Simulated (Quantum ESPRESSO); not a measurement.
# FeClO: which magnetic order is lowest

A self-consistent run ends on one state, which hangs on the start. Several orders of FeClO are started in Quantum ESPRESSO and their energies compared.

Main program and level: Quantum ESPRESSO 7.5; LDA; plane waves with GBRV 1.5 LDA potentials, no spin-orbit coupling.

### 1. Starting point

It takes space group Pmmn (No. 59, orthorhombic). The conventional cell has a = 3.302 Å, b = 3.780 Å, c = 7.917 Å, α = 90.00°, β = 90.00°, γ = 90.00°. Nearest to Fe lie 4 O at 1.96 to 2.10 Å and 2 Cl at 2.37 Å. Nearest to Cl lie 2 Fe at 2.37 Å. Nearest to O lie 4 Fe at 1.96 to 2.10 Å. Farther neighbours and most contacts between anions are not listed.

The cell comes from the Crystallography Open Database.

### 2. Start 1: ferro ++

The signs are those of the starting moments on the seeded atoms, the atoms that are given a moment.

pw.in reads:

```
&CONTROL
  calculation = 'scf'
  prefix = 'pwscf'
  outdir = './tmp'
  pseudo_dir = './pseudo'
  disk_io = 'nowf'
/
&SYSTEM
  ibrav = 0
  celldm(1) = 8
  nat = 6
  ntyp = 3
  ecutwfc = 40
  ecutrho = 280
  nbnd = 43
  occupations = 'smearing'
  smearing = 'fd'
  degauss = 0.00367493
  nspin = 2
  starting_magnetization(1) = 0.25
  starting_magnetization(2) = 0
  starting_magnetization(3) = 0
/
&ELECTRONS
  conv_thr = 1.2d-08
  electron_maxstep = 150
  mixing_beta = 0.3
/
ATOMIC_SPECIES
Fe     55.8450 fe_lda_v1.5.uspp.F.UPF
Cl     35.4500 cl_lda_v1.4.uspp.F.UPF
O      15.9990 o_lda_v1.2.uspp.F.UPF
CELL_PARAMETERS alat
   0.7799844579393    0.0000000000000    0.0000000000000
   0.0000000000000    0.8928955938857    0.0000000000000
   0.0000000000000    0.0000000000000    1.8701202160828
ATOMIC_POSITIONS crystal
Fe      0.5000000000    0.0000000000    0.1156800000
Fe      0.0000000000    0.5000000000    0.8843200000
Cl      0.0000000000    0.0000000000    0.3300300000
Cl      0.5000000000    0.5000000000    0.6699700000
O       0.0000000000    0.0000000000    0.9516800000
O       0.5000000000    0.5000000000    0.0483200000
K_POINTS automatic
6 6 6 0 0 0
```

Run with:

```console
$ OMP_NUM_THREADS=1 mpirun -n 4 pw.x -nk 4 -in pw.in > pw.out
```

Output:

```text
Program PWSCF v.7.5 starts

     Message from routine setup:
     using ibrav=0 with symmetry is DISCOURAGED, use correct ibrav instead

     K-points division:     npool     =       4
     Subspace diagonalization in iterative solution of the eigenvalue problem:

     G-vector sticks info
     --------------------
     sticks:   dense  smooth     PW     G-vecs:    dense   smooth      PW
     Sum         995     569    171                52785    22817    3875

     Using Slab Decomposition

     bravais-lattice index     =            0
     lattice parameter (alat)  =       8.0000  a.u.
     unit-cell volume          =     666.8469 (a.u.)^3
     number of atoms/cell      =            6
     number of atomic types    =            3
     number of electrons       =        58.00
     number of Kohn-Sham states=           43
     kinetic-energy cutoff     =      40.0000  Ry
     charge density cutoff     =     280.0000  Ry
     scf convergence threshold =      1.2E-08
     mixing beta               =       0.3000
     number of iterations used =            8  plain     mixing
     Exchange-correlation= SLA  PZ   NOGX NOGC
                           (   1   1   0   0   0   0   0)

     celldm(1)=   8.000000  celldm(2)=   0.000000  celldm(3)=   0.000000
     celldm(4)=   0.000000  celldm(5)=   0.000000  celldm(6)=   0.000000

     crystal axes: (cart. coord. in units of alat)
               a(1) = (   0.779984   0.000000   0.000000 )
               a(2) = (   0.000000   0.892896   0.000000 )
               a(3) = (   0.000000   0.000000   1.870120 )

     reciprocal axes: (cart. coord. in units 2 pi/alat)
               b(1) = (  1.282077  0.000000  0.000000 )
               b(2) = (  0.000000  1.119952  0.000000 )
               b(3) = (  0.000000  0.000000  0.534725 )

     PseudoPot. # 1 for Fe read from file:
     fe_lda_v1.5.uspp.F.UPF
     Pseudo is Ultrasoft + core correction, Zval = 16.0
     Generated by new atomic code, or converted to UPF format
     Using radial grid of  861 points,  6 beta functions with:
                l(1) =   0
                l(2) =   0
                l(3) =   1
                l(4) =   1
                l(5) =   2
                l(6) =   2
     Q(r) pseudized with  8 coefficients,  rinner =    1.000   1.000   1.000
                                                       1.000   1.000

     PseudoPot. # 2 for Cl read from file:
     cl_lda_v1.4.uspp.F.UPF
     Pseudo is Ultrasoft + core correction, Zval =  7.0
     Generated by new atomic code, or converted to UPF format
     Using radial grid of  909 points,  6 beta functions with:
                l(1) =   0
                l(2) =   0
                l(3) =   1
                l(4) =   1
                l(5) =   2
                l(6) =   2
     Q(r) pseudized with  8 coefficients,  rinner =    1.300   1.300   1.300
                                                       1.300   1.300

     PseudoPot. # 3 for O  read from file:
     o_lda_v1.2.uspp.F.UPF
     Pseudo is Ultrasoft + core correction, Zval =  6.0
     Generated by new atomic code, or converted to UPF format
     Using radial grid of  737 points,  5 beta functions with:
                l(1) =   0
                l(2) =   0
                l(3) =   1
                l(4) =   1
                l(5) =   2
     Q(r) pseudized with  8 coefficients,  rinner =    0.900   0.900   0.900
                                                       0.900   0.900

     atomic species   valence    mass     pseudopotential
     Fe               16.00    55.84500     Fe( 1.00)
     Cl                7.00    35.45000     Cl( 1.00)
     O                 6.00    15.99900     O ( 1.00)

     Starting magnetic structure
     atomic species   magnetization
     Fe              0.250
     Cl              0.000
     O               0.000

      8 Sym. Ops., with inversion, found ( 4 have fractional translation)

   Cartesian axes

     site n.     atom                  positions (alat units)
         1        Fe     tau(   1) = (   0.3899922   0.0000000   0.2163355  )
         2        Fe     tau(   2) = (   0.0000000   0.4464478   1.6537847  )
         3        Cl     tau(   3) = (   0.0000000   0.0000000   0.6171958  )
         4        Cl     tau(   4) = (   0.3899922   0.4464478   1.2529244  )
         5        O      tau(   5) = (   0.0000000   0.0000000   1.7797560  )
         6        O      tau(   6) = (   0.3899922   0.4464478   0.0903642  )

     number of k points=    64  Fermi-Dirac smearing, width (Ry)=  0.0037
                       cart. coord. in units 2pi/alat
        k(    1) = (   0.0000000   0.0000000   0.0000000), wk =   0.0046296
        k(    2) = (   0.0000000   0.0000000   0.0891208), wk =   0.0092593
        k(    3) = (   0.0000000   0.0000000   0.1782417), wk =   0.0092593
        k(    4) = (   0.0000000   0.0000000  -0.2673625), wk =   0.0046296
        k(    5) = (   0.0000000   0.1866586   0.0000000), wk =   0.0092593
        [... 59 further k-points ...]

     Dense  grid:    52785 G-vectors     FFT dimensions: (  36,  40,  80)

     Smooth grid:    22817 G-vectors     FFT dimensions: (  30,  30,  64)

     Check: negative core charge=   -0.000025
     Generating pointlists ...
     new r_m :   0.1914 (alat units)  1.5308 (a.u.) for type    1
     new r_m :   0.2307 (alat units)  1.8456 (a.u.) for type    2
     new r_m :   0.1914 (alat units)  1.5308 (a.u.) for type    3

     Initial potential from superposition of free atoms

     starting charge      56.0000, renormalised to      58.0000

     negative rho (up, down):  1.489E-02 1.500E-02
     Starting wfcs are   42 randomized atomic wfcs +    1 random wfcs

     Self-consistent Calculation

     iteration #  1     ecut=    40.00 Ry     beta= 0.30
     Davidson diagonalization with overlap
     ethr =  1.00E-02,  avg # of iterations =  5.7

     negative rho (up, down):  1.457E-02 1.443E-02

     total energy              =    -631.52497756 Ry
     estimated scf accuracy    <       1.35605753 Ry

     total magnetization       =     9.42 Bohr mag/cell
     absolute magnetization    =     9.42 Bohr mag/cell

     iteration #  2     ecut=    40.00 Ry     beta= 0.30
     Davidson diagonalization with overlap
     ethr =  2.34E-03,  avg # of iterations =  2.8

     negative rho (up, down):  1.450E-02 1.430E-02

     total energy              =    -631.71301445 Ry
     estimated scf accuracy    <       0.85092716 Ry

     total magnetization       =     6.60 Bohr mag/cell
     absolute magnetization    =     6.61 Bohr mag/cell

     iteration #  3     ecut=    40.00 Ry     beta= 0.30
     Davidson diagonalization with overlap
     ethr =  1.47E-03,  avg # of iterations =  1.0

     negative rho (up, down):  1.446E-02 1.416E-02

     total energy              =    -631.83290554 Ry
     estimated scf accuracy    <       0.15211275 Ry

     total magnetization       =     8.94 Bohr mag/cell
     absolute magnetization    =     8.94 Bohr mag/cell

     [... further iterations left out ...]

     iteration # 12     ecut=    40.00 Ry     beta= 0.30
     Davidson diagonalization with overlap
     ethr =  2.50E-08,  avg # of iterations =  2.0

     negative rho (up, down):  1.432E-02 1.349E-02

     total energy              =    -631.84899746 Ry
     estimated scf accuracy    <       0.00000199 Ry

     total magnetization       =     8.57 Bohr mag/cell
     absolute magnetization    =     8.58 Bohr mag/cell

     iteration # 13     ecut=    40.00 Ry     beta= 0.30
     Davidson diagonalization with overlap
     ethr =  3.44E-09,  avg # of iterations =  2.2

     negative rho (up, down):  1.432E-02 1.349E-02

     total energy              =    -631.84899881 Ry
     estimated scf accuracy    <       0.00000029 Ry

     total magnetization       =     8.58 Bohr mag/cell
     absolute magnetization    =     8.59 Bohr mag/cell

     iteration # 14     ecut=    40.00 Ry     beta= 0.30
     Davidson diagonalization with overlap
     ethr =  5.01E-10,  avg # of iterations =  2.7

     negative rho (up, down):  1.432E-02 1.348E-02

     total energy              =    -631.84899888 Ry
     estimated scf accuracy    <       0.00000002 Ry

     total magnetization       =     8.59 Bohr mag/cell
     absolute magnetization    =     8.59 Bohr mag/cell

     iteration # 15     ecut=    40.00 Ry     beta= 0.30
     Davidson diagonalization with overlap
     ethr =  3.60E-11,  avg # of iterations =  4.1

     negative rho (up, down):  1.432E-02 1.348E-02

     Magnetic moment per site  (integrated on atomic sphere of radius R)
     atom   1 (R=0.191)  charge= 13.0020  magn=  3.3303
     atom   2 (R=0.191)  charge= 13.0020  magn=  3.3303
     atom   3 (R=0.231)  charge=  5.1023  magn=  0.2272
     atom   4 (R=0.231)  charge=  5.1023  magn=  0.2272
     atom   5 (R=0.191)  charge=  5.3473  magn=  0.2792
     atom   6 (R=0.191)  charge=  5.3473  magn=  0.2792

     End of self-consistent calculation

     Number of k-points >= 100: set verbosity='high' to print the bands.

     the Fermi energy is     5.8612 ev

!    total energy              =    -631.84899890 Ry
     estimated scf accuracy    <          4.8E-09 Ry
     smearing contrib. (-TS)   =      -0.00451716 Ry
     internal energy E=F+TS    =    -631.84448174 Ry

     The total energy is F=E-TS. E is the sum of the following terms:
     one-electron contribution =    -662.26512593 Ry
     hartree contribution      =     349.46415003 Ry
     xc contribution           =     -90.56316194 Ry
     ewald contribution        =    -228.48034391 Ry

     total magnetization       =     8.59 Bohr mag/cell
     absolute magnetization    =     8.59 Bohr mag/cell

     convergence has been achieved in  15 iterations

=------------------------------------------------------------------------------=
   JOB DONE.
=------------------------------------------------------------------------------=
```

Run time: 100 s. Hardware: 4 MPI ranks of Arm Neoverse V1, shared host; peak memory 0.65 GiB.

Spin moment in the atom's sphere by atom:

| atom | spin moment in the atom's sphere (μB) |
| --- | --- |
| Fe1 | 3.33 |
| Fe2 | 3.33 |
| Cl3 | 0.23 |
| Cl4 | 0.23 |
| O5 | 0.28 |
| O6 | 0.28 |

This step gave:

```
smearing term TS       : 0.06146 eV
magnetization          : 8.586 μB
absolute magnetization : 8.589 μB
final state            : ferromagnetic
```

[end of part 1 of 2]

[Logs and program files are shortened in this print: banners, set-up blocks, solver, clock and traceback lines can be left out without a mark of their own.]

[Logs are printed without paths, hosts, clocks, repeated set-up lines and the standing remarks that a program may print on its own settings, such as how far it seeks lower states.]

[Hosts, paths, dates, database ids (printed as entryN), source tags and the programs' standing remarks are cut or masked in the printed files.]

[Where a cell is said to come from a database of computed structures, the database is the Materials Project.]
